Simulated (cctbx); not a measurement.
# Lattice, Laue class and space group of a new crystal

Cell: a = 9.6180 Å, b = 9.6180 Å, c = 7.5020 Å, α = 90.00°, β = 90.00°, γ = 120.00°. Expected content of the cell: Tl3 As6 Na9 O24.

The data are simulated with cctbx, not measured: Cu Kα, λ = 1.54184 Å, to d = 0.8 Å, 50 % of the full sphere, strongest reflection 70000 counts, noise from counting, a 2 % proportional error and a noise floor of 15 counts (s.d.); no absorption.

Tests on the unmerged data give:

```text
2433 reflections to d = 0.800 A
centring   violations  <I/sigma> of those
    A       1065 of  1208     27.6
    B       1072 of  1209     27.2
    C       1067 of  1191     27.5
    I       1085 of  1230     27.4
    R       1427 of  1615     26.7
    F       1602 of  1804     27.4
Laue class    unique    Rint  (classes that these axes allow; Friedel mates merged)
P -1             1833   0.013
P 1 1 2/m        1205   0.402
P -3              810   0.017
P -3 1 m          458   0.293
P -3 m 1          487   0.343
P 6/m             445   0.445
P 6/m m m         287   0.509
space group    extra absences  I>4sigma  <I/sigma>
P 3                     0          0         -  acentric
P -3                    0          0         -  centric
Wilson B = 0.67 A^2   <|E^2-1|> = 0.933 (0.968 centric, 0.736 acentric)   E^2>4: 4.3 %
shell (A)         n   <I/sigma>
 8.33 - 1.60    105     48.0
 1.60 - 1.27    100     43.9
 1.27 - 1.11     97     48.9
 1.11 - 1.01    113     43.9
 1.01 - 0.94     83     38.0
 0.94 - 0.88    108     45.2
 0.88 - 0.84    105     42.2
 0.84 - 0.80     99     32.7
```

**Question.** What are the lattice type, the Laue class and the likely space group?

Every centring test has many violations, so the lattice is primitive.

Rint stays low (0.013 to 0.017) up to P -3 and is 0.293 or more in the other classes.

2 settings pass the absence test. No glide or screw absences show, which leaves P 3 and P -3.

⟨|E²−1|⟩ = 0.933 leans to a centrosymmetric structure. The Wilson B of 0.67 Å² means U ≈ 0.0085 Å².

The true group is P-3 (no. 147), Laue class -3, centrosymmetric. The tables only narrow the choice to the tied entries; cell content, site symmetry and trial solutions must settle it.

The model was made for the exercise: a known structure type with other elements put in, its volume estimated, not relaxed; displacement parameters are assumed.

[Logs are printed without paths, hosts, clocks, repeated set-up lines and the standing remarks that a program may print on its own settings, such as how far it seeks lower states.]
